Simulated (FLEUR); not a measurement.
## Collinear magnetic orders of Mn3GaC with FLEUR

Does Mn3GaC prefer parallel or opposed moments?

Method: LDA (VWN); all-electron FLAPW, Dirac cores, scalar-relativistic bands, in FLEUR MaX-R8.1.

## (1) Starting point

Symmetry: Pm-3m, No. 221, cubic system. Conventional cell: a = 3.896 Å, b = 3.896 Å, c = 3.896 Å, α = 90.00°, β = 90.00°, γ = 90.00°. Mn has 2 C at 1.95 Å and 8 Mn at 2.75 Å and 4 Ga at 2.75 Å nearest. Ga has 12 Mn at 2.75 Å nearest. C has 6 Mn at 1.95 Å nearest. Farther neighbours are not listed.

Coordinates:

```
Mn Ga C
1.0
     3.89600    0.00000    0.00000
     0.00000    3.89600    0.00000
     0.00000    0.00000    3.89600
Mn Ga C
3 1 1
Direct
  0.00000 0.50000 0.50000
  0.50000 0.00000 0.50000
  0.50000 0.50000 0.00000
  0.00000 0.00000 0.00000
  0.50000 0.50000 0.50000
```

## (2) Order 1, typed as ferro +++

The parallel start is the test of whether parallel moments hold.

inpgen writes inp.xml from crystal.txt; cutoffs, mixing, functional, smearing and local orbitals are then set in the file. The k list default-1 (kpts.xml, not shown) is a Γ-centred 8×8×8 mesh; where the ranks do not divide the number of points, some are split in two of half the weight.

The input, inp.xml:

```
<?xml version="1.0" encoding="UTF-8" standalone="no"?>
<fleurInput fleurInputVersion="0.39">
   <comment>
      Mn3GaC
   </comment>
   <calculationSetup>
      <cutoffs Kmax="4.4" Gmax="13.2" GmaxXC="13.2" numbands="0"/>
      <scfLoop itmax="90" minDistance="0.00002" maxIterBroyd="15" imix="Anderson" alpha="0.05" precondParam="0.0" spinf="2.0" sdNocoIR="T"/>
      <coreElectrons ctail="T" frcor="F" kcrel="0" coretail_lmax="0"/>
      <xcFunctional name="vwn" relativisticCorrections="F"/>
      <magnetism jspins="2"/>
      <soc l_soc="F" theta="0.0" phi="0.0" spav="F"/>
      <expertModes spex="0" secvar="F"/>
      <geometryOptimization l_f="F" forcealpha="1.0" forcemix="BFGS" epsdisp="0.00001" epsforce="0.00001"/>
      <ldaU l_linMix="F" mixParam="0.05" spinf="1.0"/>
   </calculationSetup>
   <cell>
      <bzIntegration valenceElectrons="62.0" mode="hist" fermiSmearingEnergy="0.00110248">
         <kPointListSelection listName="default-1"/>
         <xi:include xmlns:xi="http://www.w3.org/2001/XInclude" href="kpts.xml"> </xi:include>
      </bzIntegration>
      <xi:include xmlns:xi="http://www.w3.org/2001/XInclude" href="sym.xml"> </xi:include>
      <bulkLattice scale="1.0">
         <bravaisMatrix>
            <row-1>    7.3623729814415997     0.0000000000000000     0.0000000000000000</row-1>
            <row-2>    0.0000000000000000     7.3623729814415997     0.0000000000000000</row-2>
            <row-3>    0.0000000000000000     0.0000000000000000     7.3623729814415997</row-3>
         </bravaisMatrix>
      </bulkLattice>
   </cell>
   <atomSpecies>
      <species name="Manganese 3.502" element="Mn" atomicNumber="25">
         <mtSphere radius="2.29" gridPoints="757" logIncrement="0.016"/>
         <atomicCutoffs lmax="8" lnonsphr="6"/>
         <electronConfig flipSpins="F">
            <coreConfig>(1s1/2) (2s1/2) (2p1/2) (2p3/2)</coreConfig>
            <valenceConfig>(3s1/2) (3p1/2) (3p3/2) (4s1/2) (3d3/2) (3d5/2)</valenceConfig>
            <stateOccupation state="(3d3/2)" spinUp="1.251" spinDown="0.749"/>
            <stateOccupation state="(3d5/2)" spinUp="3.0" spinDown="0.0"/>
         </electronConfig>
         <energyParameters s="4" p="4" d="3" f="4"/>
         <lo type="SCLO" l="0" n="3" eDeriv="0"/>
         <lo type="SCLO" l="1" n="3" eDeriv="0"/>
      </species>
      <species name="Gallium (Ga)" element="Ga" atomicNumber="31">
         <mtSphere radius="2.78" gridPoints="919" logIncrement="0.014"/>
         <atomicCutoffs lmax="10" lnonsphr="8"/>
         <electronConfig flipSpins="F">
            <coreConfig>(1s1/2) (2s1/2) (2p1/2) (2p3/2) (3s1/2) (3p1/2) (3p3/2)</coreConfig>
            <valenceConfig>(4s1/2) (3d3/2) (3d5/2) (4p1/2) (4p3/2)</valenceConfig>
            <stateOccupation state="(4p1/2)" spinUp="0.166667" spinDown="0.166667"/>
            <stateOccupation state="(4p3/2)" spinUp="0.333333" spinDown="0.333333"/>
         </electronConfig>
         <energyParameters s="4" p="4" d="3" f="4"/>
      </species>
      <species name="Carbon (C)" element="C" atomicNumber="6">
         <mtSphere radius="1.3" gridPoints="431" logIncrement="0.024"/>
         <atomicCutoffs lmax="6" lnonsphr="4"/>
         <electronConfig flipSpins="F">
            <coreConfig>(1s1/2)</coreConfig>
            <valenceConfig>(2s1/2) (2p1/2) (2p3/2)</valenceConfig>
            <stateOccupation state="(2p1/2)" spinUp="0.333333" spinDown="0.333333"/>
            <stateOccupation state="(2p3/2)" spinUp="0.666667" spinDown="0.666667"/>
         </electronConfig>
         <energyParameters s="2" p="2" d="3" f="4"/>
      </species>
   </atomSpecies>
   <atomGroups>
      <atomGroup species="Manganese 3.502">
         <relPos label="                   1">.0000000000 1.000/2.000 1.000/2.000</relPos>
         <relPos label="                   2">1.000/2.000 .0000000000 1.000/2.000</relPos>
         <relPos label="                   3">1.000/2.000 1.000/2.000 .0000000000</relPos>
         <force calculate="T" relaxXYZ="TTT"/>
      </atomGroup>
      <atomGroup species="Gallium (Ga)">
         <relPos label="                   4">.0000000000 .0000000000 .0000000000</relPos>
         <force calculate="T" relaxXYZ="TTT"/>
      </atomGroup>
      <atomGroup species="Carbon (C)">
         <relPos label="                   5">1.000/2.000 1.000/2.000 1.000/2.000</relPos>
         <force calculate="T" relaxXYZ="TTT"/>
      </atomGroup>
   </atomGroups>
   <output dos="F" band="F" slice="F">
      <bandDOS minEnergy="-.5*Htr" maxEnergy="0.5*Htr" sigma="0.015" storeEVData="T"/>
      <plotting iplot="0" polar="F">
         <plot TwoD="T" vec1="  1.0  0.0  0.0" vec2="  0.0  1.0  0.0" vec3="  0.0  0.0  1.0" zero="  0.0  0.0  0.0" file="plot"/>
      </plotting>
      <moessbauerParams electricFieldGradient="F" isomerShift="F" coreHyperfine="F" valenceHyperfine="F"/>
   </output>
</fleurInput>
```

The input, crystal.txt:

```
Mn3GaC
&input film=F cartesian=F /
3.89600000000  0.00000000000  0.00000000000
0.00000000000  3.89600000000  0.00000000000
0.00000000000  0.00000000000  3.89600000000
1.8897261246
1.0 1.0 1.0

5
25 0.00000000000  0.50000000000  0.50000000000 : 3.502
25 0.50000000000  0.00000000000  0.50000000000 : 3.502
25 0.50000000000  0.50000000000  0.00000000000 : 3.502
31 0.00000000000  0.00000000000  0.00000000000
6 0.50000000000  0.50000000000  0.50000000000

&kpt div1=8 div2=8 div3=8 gamma=T /
```

The run is started by

```bash
OMP_NUM_THREADS=1 inpgen -f crystal.txt > inpgen.log  # inp.xml is then edited as shown
OMP_NUM_THREADS=1 mpirun -n 4 fleur_MPI > fleur.log
```

The program printed:

```text
Welcome to FLEUR        (www.flapw.de)
      MaX-Release 8.1          (www.max-centre.eu)

 ========== k-point set info ==========
 Selected k-point list: default-1
 k-point list type: mesh
 0 x 0 x 0
 Number of k points: 36

 ------------Calculation Setup---------------------------
 Number of MPI-tasks      :            4
 Number of PE/node        :            4
 Number of OMP-threads    :            1
 k-points in parallel     :            4
 pe's per k-point         :            1
 No of k-point loops      :            9
 Eigenvalue solver        :       lapack
 Number of basis functions:          622
 Approximate size of matrices (H+S) per k-point:         0.006 GB
 --------------------------------------------------------
 Iteration:     1   Distance:      22.47802815 me/bohr^3
 Iteration:     2   Distance:      18.80737873 me/bohr^3
 Iteration:     3   Distance:      12.41159036 me/bohr^3
 Iteration:     4   Distance:      11.88949434 me/bohr^3
 Iteration:     5   Distance:      12.54650560 me/bohr^3
 Iteration:     6   Distance:      13.53131576 me/bohr^3
 Iteration:     7   Distance:       7.88293272 me/bohr^3
 Iteration:     8   Distance:       7.94441359 me/bohr^3
 Iteration:     9   Distance:       6.02358870 me/bohr^3
 Iteration:    10   Distance:       5.35710747 me/bohr^3
[... 22 iterations left out ...]
 Iteration:    33   Distance:       0.00312434 me/bohr^3
 Iteration:    34   Distance:       0.00263234 me/bohr^3
 Iteration:    35   Distance:       0.00275291 me/bohr^3
 Iteration:    36   Distance:       0.00087056 me/bohr^3
 Iteration:    37   Distance:       0.00043160 me/bohr^3
 Iteration:    38   Distance:       0.00025937 me/bohr^3
 Iteration:    39   Distance:       0.00023978 me/bohr^3
 Iteration:    40   Distance:       0.00009649 me/bohr^3
 Iteration:    41   Distance:       0.00002674 me/bohr^3
 Iteration:    42   Distance:       0.00000945 me/bohr^3

 ********************************************************************
 Run finished successfully
 Stop message:
   all done
 ********************************************************************

--- out.xml (last complete iteration) ---
<iteration numberForCurrentRun="   42" overallNumber="   42">
         [... left out ...]
         <bandgap value="0.0017974739" units="eV"/>
         <sumValenceSingleParticleEnergies value="-31.9018521519" units="Htr"/>
         <FermiEnergy value="0.4161736702" units="Htr"/>
         <valenceDensity>
            <mtCharges spin="1">
               <mtCharge atomType="1" total="7.6795371" s="1.1474794" p="3.1816390" d="3.3266876" f="0.0181143"/>
               <mtCharge atomType="2" total="6.2891958" s="0.5680152" p="0.6111574" d="5.0605338" f="0.0346726"/>
               <mtCharge atomType="3" total="0.8785088" s="0.3172915" p="0.5513548" d="0.0089427" f="0.0008149"/>
            </mtCharges>
            <mtCharges spin="2">
               <mtCharge atomType="1" total="6.1733996" s="1.1442262" p="3.1810248" d="1.8236484" f="0.0186200"/>
               <mtCharge atomType="2" total="6.3820623" s="0.5938728" p="0.7151585" d="5.0403119" f="0.0246731"/>
               <mtCharge atomType="3" total="0.9596789" s="0.3270688" p="0.6249397" d="0.0069652" f="0.0006425"/>
            </mtCharges>
            <spinDependentCharge spin="1" total="33.1918313" interstitial="2.9855155" mtSpheres="30.2063158"/>
            <spinDependentCharge spin="2" total="28.8081687" interstitial="2.9462287" mtSpheres="25.8619400"/>
            <totalCharge value="62.0000000000"/>
         </valenceDensity>
         [... left out ...]
         <allElectronCharges>
            <spinDependentCharge spin="1" total="58.1918313" interstitial="2.9857048" mtSpheres="55.2061265"/>
            <spinDependentCharge spin="2" total="53.8081687" interstitial="2.9464189" mtSpheres="50.8617498"/>
            <totalCharge value="111.9999999835"/>
         </allElectronCharges>
         <magneticMomentsInMTSpheres units="muBohr">
            <globalMagMoment atomType="1" vec="0.00000   0.00000   1.50614"/>
            <localMagMoment atomType="1" vec="0.00000   0.00000   1.50614"/>
            <globalMagMoment atomType="2" vec="0.00000   0.00000  -0.09287"/>
            <localMagMoment atomType="2" vec="0.00000   0.00000  -0.09287"/>
            <globalMagMoment atomType="3" vec="0.00000   0.00000  -0.08117"/>
            <localMagMoment atomType="3" vec="0.00000   0.00000  -0.08117"/>
         </magneticMomentsInMTSpheres>
         <moessbauerParams unitsHFF="kG" unitsIS="e/bohr^3" unitsEFG="Htr/bohr^2">
         </moessbauerParams>
         <totalEnergy value="    -5448.8189593352" units="Htr">
            <sumOfEigenvalues value="    -3131.5278376757">
               <coreElectrons value="-3099.6259855239"/>
               <valenceElectrons value="-31.9018521519"/>
            </sumOfEigenvalues>
            <densityCoulombPotentialIntegral value="-8356.6725523023"/>
            <densityEffectivePotentialIntegral value="-8658.9597502528"/>
            <chargeDenXCDenIntegral value="-228.3839071626"/>
            <FockExchangeEnergyValence value="0.0000000000"/>
            <FockExchangeEnergyCore value="0.0000000000"/>
            <atomTypeDependentContributions atomType="1">
               <electronNucleiInteractionDifferentMTs value="4138.7511994674"/>
               <MadelungTerm value="-32.5812454318"/>
            </atomTypeDependentContributions>
            <atomTypeDependentContributions atomType="2">
               <electronNucleiInteractionDifferentMTs value="2343.6029212998"/>
               <MadelungTerm value="-8.8163811264"/>
            </atomTypeDependentContributions>
            <atomTypeDependentContributions atomType="3">
               <electronNucleiInteractionDifferentMTs value="40.8420954242"/>
               <MadelungTerm value="-4.9368458490"/>
            </atomTypeDependentContributions>
            <tkbTimesEntropy value="0.0005883177"/>
            <freeEnergy value="-5448.8195476530"/>
            <extrapolationTo0K value="-5448.8192534941"/>
         </totalEnergy>
         <densityConvergence units="me/bohr^3">
            <chargeDensity spin="1" distance="0.0000087291"/>
            <chargeDensity spin="2" distance="0.0000015342"/>
            <overallChargeDensity distance="0.0000082334"/>
            <spinDensity distance="0.0000094506"/>
         </densityConvergence>
      </iteration>
```

Elapsed: 2.2 min, on 4 MPI ranks of Arm Neoverse V2, shared host; peak memory 0.34 GiB; 8.8 min of CPU time.

Spin moment in the muffin-tin sphere by atom:

```tsv
atom	spin moment in the muffin-tin sphere (μB)
Mn1	1.51
Mn2	1.51
Mn3	1.51
Ga4	-0.09
C5	-0.08
```

This step gave:

```
free energy                                                       : -148269.9333 eV
program's band gap on this mesh (in a metal only a level spacing) : 0.001797 eV
magnetization                                                     : 4.384 μB
final state                                                       : ferromagnetic, with opposed induced moments
```

After 42 cycles the largest moment stands at 1.51 μB.

## (3) Order 2, typed as ferri ++-

Another pattern of signs weighs the neighbour shells otherwise.

inp.xml, as its differences from that of step 2:

```diff
@@ -44,2 +44,15 @@
       </species>
+      <species name="Manganese -3.502" element="Mn" atomicNumber="25">
+         <mtSphere radius="2.29" gridPoints="757" logIncrement="0.016"/>
+         <atomicCutoffs lmax="8" lnonsphr="6"/>
+         <electronConfig flipSpins="F">
+            <coreConfig>(1s1/2) (2s1/2) (2p1/2) (2p3/2)</coreConfig>
+            <valenceConfig>(3s1/2) (3p1/2) (3p3/2) (4s1/2) (3d3/2) (3d5/2)</valenceConfig>
+            <stateOccupation state="(3d3/2)" spinUp="0.749" spinDown="1.251"/>
+            <stateOccupation state="(3d5/2)" spinUp="0.0" spinDown="3.0"/>
+         </electronConfig>
+         <energyParameters s="4" p="4" d="3" f="4"/>
+         <lo type="SCLO" l="0" n="3" eDeriv="0"/>
+         <lo type="SCLO" l="1" n="3" eDeriv="0"/>
+      </species>
       <species name="Gallium (Ga)" element="Ga" atomicNumber="31">
@@ -71,2 +84,5 @@
          <relPos label="                   2">1.000/2.000 .0000000000 1.000/2.000</relPos>
+         <force calculate="T" relaxXYZ="TTT"/>
+      </atomGroup>
+      <atomGroup species="Manganese -3.502">
          <relPos label="                   3">1.000/2.000 1.000/2.000 .0000000000</relPos>
```

crystal.txt, as its differences from that of step 2:

```diff
@@ -11,3 +11,3 @@
 25 0.50000000000  0.00000000000  0.50000000000 : 3.502
-25 0.50000000000  0.50000000000  0.00000000000 : 3.502
+25 0.50000000000  0.50000000000  0.00000000000 : -3.502
 31 0.00000000000  0.00000000000  0.00000000000
```

The program printed:

```text
[banner, memory and clock lines left out]
Welcome to FLEUR        (www.flapw.de)
      MaX-Release 8.1          (www.max-centre.eu)

 ========== k-point set info ==========
 Selected k-point list: default-1
 k-point list type: mesh
 0 x 0 x 0
 Number of k points: 76

 ------------Calculation Setup---------------------------
 Number of PE/node        :            4
 Number of OMP-threads    :            1
 k-points in parallel     :            4
 pe's per k-point         :            1
 No of k-point loops      :           19
 Eigenvalue solver        :       lapack
 Number of basis functions:          622
 Approximate size of matrices (H+S) per k-point:         0.006 GB
 Iteration:     1   Distance:      23.19681852 me/bohr^3
 Iteration:     2   Distance:      19.39378914 me/bohr^3
 Iteration:     3   Distance:      13.41232314 me/bohr^3
 Iteration:     4   Distance:      12.97523999 me/bohr^3
 Iteration:     5   Distance:      11.64226072 me/bohr^3
 Iteration:     6   Distance:      11.55587743 me/bohr^3
 Iteration:     7   Distance:      11.18427813 me/bohr^3
 Iteration:     8   Distance:       9.16859998 me/bohr^3
 Iteration:     9   Distance:       7.98820955 me/bohr^3
 Iteration:    10   Distance:       8.23696155 me/bohr^3
[... 21 iterations left out ...]
 Iteration:    32   Distance:       0.00272115 me/bohr^3
 Iteration:    33   Distance:       0.00206635 me/bohr^3
 Iteration:    34   Distance:       0.00064165 me/bohr^3
 Iteration:    35   Distance:       0.00037775 me/bohr^3
 Iteration:    36   Distance:       0.00012447 me/bohr^3
 Iteration:    37   Distance:       0.00013211 me/bohr^3
 Iteration:    38   Distance:       0.00010140 me/bohr^3
 Iteration:    39   Distance:       0.00004232 me/bohr^3
 Iteration:    40   Distance:       0.00002671 me/bohr^3
 Iteration:    41   Distance:       0.00001496 me/bohr^3

 ********************************************************************
 Run finished successfully
 Stop message:
   all done
 ********************************************************************

--- out.xml (last complete iteration) ---
<iteration numberForCurrentRun="   41" overallNumber="   41">
         [... left out ...]
         <bandgap value="0.0086528106" units="eV"/>
         <sumValenceSingleParticleEnergies value="-31.7287505758" units="Htr"/>
         <FermiEnergy value="0.4197385128" units="Htr"/>
         <valenceDensity>
            <mtCharges spin="1">
               <mtCharge atomType="1" total="7.6343494" s="1.1532696" p="3.1878304" d="3.2695825" f="0.0181548"/>
               <mtCharge atomType="2" total="5.8339300" s="1.1361043" p="3.1754025" d="1.4977692" f="0.0185840"/>
               <mtCharge atomType="3" total="6.3283233" s="0.5814287" p="0.6528963" d="5.0523345" f="0.0297431"/>
               <mtCharge atomType="4" total="0.9131267" s="0.3206122" p="0.5834543" d="0.0082417" f="0.0007317"/>
            </mtCharges>
            <mtCharges spin="2">
               <mtCharge atomType="1" total="6.2179353" s="1.1401798" p="3.1782631" d="1.8748802" f="0.0186496"/>
               <mtCharge atomType="2" total="8.0031168" s="1.1612407" p="3.1948404" d="3.6233888" f="0.0182188"/>
               <mtCharge atomType="3" total="6.3614248" s="0.5898382" p="0.6848848" d="5.0479297" f="0.0279849"/>
               <mtCharge atomType="4" total="0.9274484" s="0.3222688" p="0.5962255" d="0.0081432" f="0.0007293"/>
            </mtCharges>
            <spinDependentCharge spin="1" total="31.3078737" interstitial="2.9637949" mtSpheres="28.3440788"/>
            <spinDependentCharge spin="2" total="30.6921263" interstitial="2.9642656" mtSpheres="27.7278607"/>
            <totalCharge value="62.0000000000"/>
         </valenceDensity>
         [... left out ...]
         <magneticMomentsInMTSpheres units="muBohr">
            <globalMagMoment atomType="1" vec="0.00000   0.00000   1.41641"/>
            <localMagMoment atomType="1" vec="0.00000   0.00000   1.41641"/>
            <globalMagMoment atomType="2" vec="0.00000   0.00000  -2.16919"/>
            <localMagMoment atomType="2" vec="0.00000   0.00000  -2.16919"/>
            <globalMagMoment atomType="3" vec="0.00000   0.00000  -0.03310"/>
            <localMagMoment atomType="3" vec="0.00000   0.00000  -0.03310"/>
            <globalMagMoment atomType="4" vec="0.00000   0.00000  -0.01432"/>
            <localMagMoment atomType="4" vec="0.00000   0.00000  -0.01432"/>
         </magneticMomentsInMTSpheres>
         [... left out ...]
         <totalEnergy value="    -5448.8151869144" units="Htr">
            <sumOfEigenvalues value="    -3131.1701328923">
               <coreElectrons value="-3099.4413823165"/>
               <valenceElectrons value="-31.7287505758"/>
            </sumOfEigenvalues>
            <densityCoulombPotentialIntegral value="-8356.3855408575"/>
            <densityEffectivePotentialIntegral value="-8658.7005370239"/>
            <chargeDenXCDenIntegral value="-228.4042555574"/>
            <FockExchangeEnergyValence value="0.0000000000"/>
            <FockExchangeEnergyCore value="0.0000000000"/>
         [... left out ...]
            <tkbTimesEntropy value="0.0004552173"/>
            <freeEnergy value="-5448.8156421317"/>
            <extrapolationTo0K value="-5448.8154145230"/>
         </totalEnergy>
         <densityConvergence units="me/bohr^3">
            <chargeDensity spin="1" distance="0.0000097236"/>
            <chargeDensity spin="2" distance="0.0000077660"/>
            <overallChargeDensity distance="0.0000092693"/>
            <spinDensity distance="0.0000149599"/>
         </densityConvergence>
      </iteration>
```

It took 4.5 min on 4 MPI ranks; peak memory 0.41 GiB; 18 min of CPU time.

Spin moment in the muffin-tin sphere by atom:

```tsv
atom	spin moment in the muffin-tin sphere (μB)
Mn1	1.42
Mn2	1.42
Mn3	-2.17
Ga4	-0.03
C5	-0.01
```

Read from the output:

- free energy: -148269.8270 eV
- program's band gap on this mesh (in a metal only a level spacing): 0.008653 eV
- magnetization: 0.6157 μB
- final state: ferrimagnetic

It lies 35.4 meV a seeded atom over the first start, and its largest moment is 2.17 μB against 1.51 μB.

(Continued in part 2 of 3.)

[Logs and program files are shortened in this print: banners, set-up blocks, solver, clock and traceback lines can be left out without a mark of their own.]

[Logs are printed without paths, hosts, clocks, repeated set-up lines and the standing remarks that a program may print on its own settings, such as how far it seeks lower states.]

[Hosts, paths, dates, database ids (printed as entryN), source tags and the programs' standing remarks are cut or masked in the printed files.]

[Where a cell is said to come from a database of computed structures, the database is the Materials Project.]
